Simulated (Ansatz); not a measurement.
# Li on Mo(110): change of the work function, part 4 of 5

How does Li on the top site change the work function of Mo(110) as the layer fills?

Ansatz 0.2.0; plane-wave DFT, PBEsol, Ansatz PAW.

So far, work function, upper face (eV): step 2 (the clean slab) 4.68; step 3 (17 atoms, coverage 0.25 ML, cell 2x2) 2.18; step 4 (18 atoms, coverage 0.5 ML, cell 2x2) 2.55; step 5 (5 atoms, coverage 1 ML, cell 1x1) 3.81.

**7. The slab at 0.25 ML, atoms frozen**

This step: plane-wave DFT, PBEsol, Ansatz PAW (Ansatz 0.2.0).

System of this step: Li/Mo(110). The cell holds 17 atoms: 16 Mo and 1 Li. Its edges and angles: a = 5.456 Å, b = 5.456 Å, c = 27.496 Å, α = 90.0°, β = 90.0°, γ = 70.5°. Vacuum lies along c.

To see where the charge goes, the covered slab, the bare substrate and the adsorbate layer are each run at the same frozen positions and on the same grid.

Contents of input.yaml:

```yaml
crystal:
  lattice:
    - [4.4547727214, -3.15, 0.0]
    - [4.4547727214, 3.15, 0.0]
    - [0.0, 0.0, 27.4960445279]
  atoms:
    - { symbol: Mo, position: [0.0, 0.0, 0.3273198074] }
    - { symbol: Mo, position: [0.25, 0.25, 0.4083273268] }
    - { symbol: Mo, position: [-0.0013839702, -0.0013839702, 0.4885099996] }
    - { symbol: Mo, position: [0.25, 0.25, 0.5623867249] }
    - { symbol: Mo, position: [0.0, 0.5, 0.3273198074] }
    - { symbol: Mo, position: [0.25, 0.75, 0.4083273268] }
    - { symbol: Mo, position: [-0.0016110101, 0.5016110101, 0.4879504746] }
    - { symbol: Mo, position: [0.25, 0.75, 0.5670988398] }
    - { symbol: Mo, position: [0.5, 0.0, 0.3273198074] }
    - { symbol: Mo, position: [0.75, 0.25, 0.4083273268] }
    - { symbol: Mo, position: [0.5016110101, -0.0016110101, 0.4879504746] }
    - { symbol: Mo, position: [0.75, 0.25, 0.5670988398] }
    - { symbol: Mo, position: [0.5, 0.5, 0.3273198074] }
    - { symbol: Mo, position: [0.75, 0.75, 0.4083273268] }
    - { symbol: Mo, position: [0.5013839702, 0.5013839702, 0.4885099996] }
    - { symbol: Mo, position: [0.75, 0.75, 0.5661868704] }
    - { symbol: Li, position: [0.25, 0.25, 0.6548368136] }
kpoints:
  mp_grid: { grid: [6, 6, 1] }
hamiltonian:
  xc: pbesol
scf:
  occupations: { method: fermi_dirac, width: 0.1 }
  convergence: { dr2_threshold: 1.0e-08 }
efield:
  axis: 3
  dipole_correction: true
  ramp_position: 0.97
  ramp_width: 0.06
output:
  write_potential: true
  write_density: true
  volumetric_format: npy
```

Run with:

```sh
> ansatz run input.yaml --threads 4 --pin off --max-ram 6144MiB --backend cpu --events-out ev --progress --plain --runs-dir out
```

Numbers of over 12 decimals in the logs are rounded to 6 here.

What it wrote:

```text
[...]
Crystal: 17 atoms, lattice volume = 771.678 Å³
Basis set: ecut = 420 eV, 15107 PW (Γ)
Bands: 137, of which v1, the nominal top of the filled ones, is band 114 counted from 1 (113 counted from 0)
Symmetry: 4 space group operations
[...]
k-points: 13 of 36
[...]
SCF iter   1: F=—  HF=-78552.174378 eV  |F-HF|=—  |Δ(HF+E_count)|=         —  Δρ=6.07e-3  dr2=5.88e0  ethr=1.77e-3  p=0.491 e·Å  D=1.15e-1 V/Å  ΔV_dip=-3.16 eV  dr2_dipole=2.76e0  V_vac-E_F(+/−)=1.88/5.05 eV  ⟨swp⟩=9.5  Hψ=8954  notcnv=0
[...]
SCF iter  10: F=-78552.069191 eV  HF=-78552.069191 eV  |F-HF|=9.17e-10  |Δ(HF+E_count)|=   6.91e-9  Δρ=2.68e-7  dr2=1.06e-9  ethr=4.41e-12  p=0.404 e·Å  D=9.47e-2 V/Å  ΔV_dip=-2.60 eV  dr2_dipole=7.16e-12  V_vac-E_F(+/−)=2.18/4.78 eV  ⟨swp⟩=8.2  Hψ=4887  notcnv=0
SCF 1 converged in 10 iterations: F = -78552.069191 eV  dr2 = 1.06e-9
[...]
SCF converged after 10 iterations
Free energy (F): -78552.069191 eV
[...]
Internal energy: -78551.609428 eV  (E = F + TS)
E sigma→0 (E₀):  -78551.839310 eV
Entropy (-TS):   -0.459763 eV (-27.045 meV/atom)
Fermi energy:    4.646121 eV
Dipole field:    D = 0.094741 V/Å  (p = 0.404027 e·Å, saw-weighted, corrected)
Work function:   Φ+ = 2.1777 eV   Φ− = 4.7827 eV
[...]
--- Band table (eV; the first three rows and the last of 13) ---
  k-point 0: bands = [... 110 lower, 5.3827, 5.4245, 5.5033, 5.5503, 5.5516, 5.6662, 5.7169, 5.8093, ... 19 higher]
  k-point 1: bands = [... 110 lower, 5.0411, 5.0952, 5.2170, 5.2481, 5.3186, 5.5688, 5.6322, 5.6508, ... 19 higher]
  k-point 2: bands = [... 110 lower, 4.2021, 4.2637, 4.4508, 4.7019, 4.9690, 5.1911, 5.2219, 5.4077, ... 19 higher]
  k-point 12: bands = [... 110 lower, 3.8536, 3.8860, 3.9397, 3.9447, 3.9448, 4.1195, 4.1793, 4.5221, ... 19 higher]
```

The job ended after 44 s (4 threads of Intel Xeon Platinum 8259CL at 2.50GHz (Skylake/Cascade Lake), shared host; peak memory 3.1 GiB; 2.8 min of CPU time).

Numbers from this step:

```
energy at zero smearing        : -78551.8393 eV
work function, upper face      : 2.178 eV
work function, lower face      : 4.783 eV
dipole along the normal        : 0.4040 e·Å
step between the vacuum levels : -2.605 eV
```

The work function of the upper face is 2.18 eV.

**8. The substrate of the 0.25 ML cell alone**

System of this step: Li/Mo(110), substrate alone, atoms held. The cell holds 16 atoms: 16 Mo. Its edges and angles: a = 5.456 Å, b = 5.456 Å, c = 27.496 Å, α = 90.0°, β = 90.0°, γ = 70.5°. Vacuum lies along c.

The second part, atoms unmoved.

input.yaml, as its differences from that of step 7:

```diff
@@ -22,3 +22,2 @@
     - { symbol: Mo, position: [0.75, 0.75, 0.5661868704] }
-    - { symbol: Li, position: [0.25, 0.25, 0.6548368136] }
 kpoints:
```

What it wrote:

```text
[...]
Crystal: 16 atoms, lattice volume = 771.678 Å³
Basis set: ecut = 420 eV, 15107 PW (Γ)
Bands: 135, of which v1, the nominal top of the filled ones, is band 112 counted from 1 (111 counted from 0)
Symmetry: 4 space group operations
[...]
k-points: 13 of 36
[...]
SCF iter   1: F=—  HF=-78348.547053 eV  |F-HF|=—  |Δ(HF+E_count)|=         —  Δρ=4.79e-3  dr2=6.78e-1  ethr=1.77e-3  p=0.023 e·Å  D=5.31e-3 V/Å  ΔV_dip=-0.15 eV  dr2_dipole=6.90e-6  V_vac-E_F(+/−)=4.82/4.97 eV  ⟨swp⟩=9.1  Hψ=8744  notcnv=0
[...]
SCF iter  10: F=-78348.503617 eV  HF=-78348.503617 eV  |F-HF|=5.97e-10  |Δ(HF+E_count)|=   2.21e-9  Δρ=3.06e-7  dr2=1.34e-9  ethr=4.46e-12  p=0.018 e·Å  D=4.14e-3 V/Å  ΔV_dip=-0.11 eV  dr2_dipole=2.26e-11  V_vac-E_F(+/−)=4.71/4.82 eV  ⟨swp⟩=6.7  Hψ=4227  notcnv=0
SCF 1 converged in 10 iterations: F = -78348.503617 eV  dr2 = 1.34e-9
[...]
SCF converged after 10 iterations
Free energy (F): -78348.503617 eV
[...]
Internal energy: -78348.037046 eV  (E = F + TS)
E sigma→0 (E₀):  -78348.270331 eV
Entropy (-TS):   -0.466572 eV (-29.161 meV/atom)
Fermi energy:    3.662837 eV
Dipole field:    D = 0.004136 V/Å  (p = 0.017640 e·Å, saw-weighted, corrected)
Work function:   Φ+ = 4.7099 eV   Φ− = 4.8237 eV
[...]
--- Band table (eV; the first three rows and the last of 13) ---
  k-point 0: bands = [... 108 lower, 4.2346, 4.4401, 4.6353, 4.6382, 4.6549, 4.6991, 4.7231, 4.7988, ... 19 higher]
  k-point 1: bands = [... 108 lower, 4.1296, 4.1363, 4.2511, 4.2891, 4.3791, 4.4079, 4.5939, 4.6688, ... 19 higher]
  k-point 2: bands = [... 108 lower, 3.2324, 3.3182, 3.4080, 3.5669, 3.7829, 4.0267, 4.2362, 4.2862, ... 19 higher]
  k-point 12: bands = [... 108 lower, 2.8592, 2.8623, 2.8920, 2.9601, 2.9776, 3.0014, 3.1677, 3.1930, ... 19 higher]
```

Wall time 42 s (4 threads); peak memory 3 GiB; 2.7 min of CPU time.

Numbers from this step:

| Item | Value |
| --- | --- |
| energy at zero smearing | -78348.2703 eV |
| work function, upper face | 4.710 eV |
| work function, lower face | 4.824 eV |
| dipole along the normal | 0.01764 e·Å |
| step between the vacuum levels | -0.1137 eV |

The work function of the upper face is 4.71 eV.

**9. The adsorbate layer of the 0.25 ML cell alone**

System of this step: Li/Mo(110), adsorbate layer alone, atoms held. The cell holds 1 atom: 1 Li. Cell: a = 5.456 Å, b = 5.456 Å, c = 27.496 Å, α = 90.0°, β = 90.0°, γ = 70.5°. Vacuum lies along c.

The third part; a free layer of atoms may carry a moment, so spin is on.

input.yaml, the sections that differ from step 8:

```yaml
crystal:
  lattice:
    - [4.4547727214, -3.15, 0.0]
    - [4.4547727214, 3.15, 0.0]
    - [0.0, 0.0, 27.4960445279]
  atoms:
    - { symbol: Li, position: [0.25, 0.25, 0.6548368136], spin: 1.0 }
magnetization:
  spin_polarized: true
# kpoints, hamiltonian, scf, efield, output: as in step 8
```

What it wrote:

```text
[...]
Crystal: 1 atoms, lattice volume = 771.678 Å³
Basis set: ecut = 420 eV, 15107 PW (Γ)
Bands: 6, of which v1, the nominal top of the filled ones, is band 2 counted from 1 (1 counted from 0)
Symmetry: 4 space group operations
k-points: 13 of 36
[...]
Starting moments: Σ|m| = 1 μB on 1 of 1 site
[...]
SCF iter   7: F=—  HF=-201.479345 eV  |F-HF|=—  |Δ(HF+E_count)|=   1.40e-2  Δρ=1.98e-3 (↑1.97e-3 ↓1.98e-3)  dr2=1.06e-6  dr2_m=2.77e-2  M=0.163 μB ∫|m|=0.163 μB  β_m=0.64  ethr=1.91e-7  p=0.000 e·Å  D=4.85e-7 V/Å  ΔV_dip=-0.00 eV  dr2_dipole=1.55e-12  V_vac-E_F(+/−)=2.98/2.98 eV  ⟨swp⟩=2.7  Hψ=257  notcnv=0
[...]
spin-set hold released at iteration 7 (site moments contracting): the magnetisation degrees of freedom join the quasi-Newton model from the next iteration; the mixer history was flushed
SCF iter   8: F=—  HF=-201.486778 eV  |F-HF|=—  |Δ(HF+E_count)|=   7.43e-3  Δρ=7.49e-4 (↑7.47e-4 ↓7.49e-4)  dr2=5.58e-6  dr2_m=3.96e-3  M=0.129 μB ∫|m|=0.129 μB  β_m=0.95  ethr=3.53e-8  p=0.000 e·Å  D=7.41e-7 V/Å  ΔV_dip=-0.00 eV  dr2_dipole=4.45e-14  V_vac-E_F(+/−)=2.99/2.99 eV  ⟨swp⟩=2.9  Hψ=251  notcnv=0  κ⁻¹=1.0e0(r=1)
density mixer auto → broyden: no gap read (density of states about μ 0.89 of a free-electron gas's, 8 screened modes)
SCF iter   9: F=—  HF=-201.491886 eV  |F-HF|=—  |Δ(HF+E_count)|=   5.11e-3  Δρ=7.51e-5 (↑7.51e-5 ↓6.61e-5)  dr2=1.03e-5  dr2_m=3.49e-5  M=0.075 μB ∫|m|=0.075 μB  β_m=0.44  ethr=3.53e-8  p=0.000 e·Å  D=8.11e-7 V/Å  ΔV_dip=-0.00 eV  dr2_dipole=6.63e-14  V_vac-E_F(+/−)=2.99/2.99 eV  ⟨swp⟩=3.2  Hψ=246  notcnv=0  κ⁻¹=3.5e-4(r=2)
[...]
SCF iter  16: F=-201.497410 eV  HF=-201.497410 eV  |F-HF|=2.09e-11  |Δ(HF+E_count)|=   7.58e-8  Δρ=1.70e-8 (↑1.70e-8 ↓1.17e-8)  dr2=9.94e-12  dr2_m=9.46e-13  M=0.000 μB ∫|m|=0.000 μB  ethr=5.45e-11  p=0.000 e·Å  D=9.42e-7 V/Å  ΔV_dip=-0.00 eV  dr2_dipole=9.90e-22  V_vac-E_F(+/−)=3.00/3.00 eV  ⟨swp⟩=2.9  Hψ=583  notcnv=0
SCF 1 converged in 16 iterations: F = -201.497410 eV  dr2 = 9.94e-12
[...]
WARN: the starting moments were not kept: the SCF closed with an absolute magnetisation of 3.3e-6 μB, where they sum to 1 μB in size (1 site). That is at most 0.1 of that sum. Measured as dr2_m measures the in/out step, that magnetisation stands 4.9e-13 eV from none, at or under the dr2_threshold of 1.0e-8 eV: it is no larger than a step whose dr2_m would equal this threshold. The system may hold no moment; this SCF  [...]
[...]
this state was not tested for a lower state beside it, because the mixer in use, unlike msr1, does not test its closes by its own steps (another_mixer; see scf.mixing.algorithm and scf.lower_state_search)
SCF converged after 16 iterations
Magnetization: 0.0000 μB (1.5000 up, 1.5000 down)
Absolute magnetization: 0.0000 μB (∫|ρ↑−ρ↓|, with the PAW one-centre terms)
[...]
Per-site moments (μB) at R_I (Å): [(2.9254413320253026e-6, 2.250584)]
Free energy (F): -201.497410 eV
[...]
Internal energy: -201.451165 eV  (E = F + TS)
E sigma→0 (E₀):  -201.474287 eV
Entropy (-TS):   -0.046245 eV (-46.245 meV/atom)
Fermi energy:    -2.791291 eV
Dipole field:    D = 0.000001 V/Å  (p = 0.000004 e·Å, saw-weighted, corrected)
Work function:   Φ+ = 2.9963 eV   Φ− = 2.9963 eV
[...]
--- Band table (eV; the first three rows and the last of 26) ---
[...]
```

Elapsed: 7.5 s, on 4 threads; peak memory 1 GiB; 28 s of CPU time.

This step gave:

```yaml
energy_at_zero_smearing: -201.4743 eV
work_function_upper_face: 2.996 eV
dipole_along_the_normal: 4.02e-6 e·Å
```

At this spacing and smearing the free layer keeps no moment.

**10. Where the charge went at 0.25 ML**

This step: plane-wave DFT, PBEsol, Ansatz PAW; density difference on adsorption (Ansatz 0.2.0).

The densities of the parts are taken from that of the whole and averaged over planes; the first moment of what is left gives the step in the potential.

This step gave:

| Item | Value |
| --- | --- |
| largest charge moved | 0.008657 e/Å² |
| potential step from the moved charge | -2.492 eV |

The electron density difference oscillates, so the rows of the table below give means over windows of 1 Å about each position, cut where the curve ends. Its maxima inside the range that stand out by 2 % of the span (Å: e/Å³): 8.4: 3.1e-4, 12.9: 8.0e-4, 14.6: 2.8e-4, 15.5: -8.5e-4, 17.0: 0.0124. Its minima: 12.2: -2.0e-4, 13.5: -7.9e-4, 15.2: -0.00267, 15.9: -0.00732, 18.9: -0.00520.

Planar mean, whole system less its parts. Table of electron density difference by z; means over each step:

z (Å), electron density difference (e/Å³) and a bar from the least value:
```
        4     0.0000 #########
        5     0.0000 #########
        6     0.0000 #########
        7    -0.0001 #########
        8     0.0001 #########
        9     0.0001 #########
       10     0.0000 #########
       11    -0.0001 #########
       12    -0.0001 #########
       13     0.0001 ##########
       14     0.0000 #########
       15    -0.0010 #######
       16    -0.0026 ####
       17     0.0105 ##############################
       18     0.0010 ###########
       19    -0.0047 
       20    -0.0024 ####
       21    -0.0006 ########
       22    -0.0001 #########
       23     0.0000 #########
       24     0.0000 #########
       25     0.0000 #########
```

Planar mean, whole system less its parts. Electrons moved below z against z:

```
z (Å)  electrons moved below z (e/Å²)
    4                         -2.6e-7
    5                         -2.2e-6
    6                         -1.6e-5
    7                         -9.1e-5
    8                         -1.6e-4
    9                          1.1e-5
   10                          4.0e-5
   11                         -4.0e-5
   12                         -1.1e-4
   13                          1.3e-4
   14                         -1.0e-4
   15                         -1.9e-4
   16                        -0.00369
   17                         0.00249
   18                         0.00865
   19                         0.00510
   20                         0.00141
   21                          2.7e-4
   22                          4.4e-5
   23                          6.1e-6
   24                          4.3e-7
```

(Continued in part 5 of 5.)

[Logs are printed without paths, hosts, clocks, repeated set-up lines and the standing remarks that a program may print on its own settings, such as how far it seeks lower states.]

[Hosts, paths, dates, database ids (printed as entryN), source tags and the programs' standing remarks are cut or masked in the printed files.]

[Maps of the electrostatic potential energy from Ansatz leave out the sawtooth potential of an applied field or a dipole correction, so their vacuum need not be flat; planar profiles and work functions include it.]
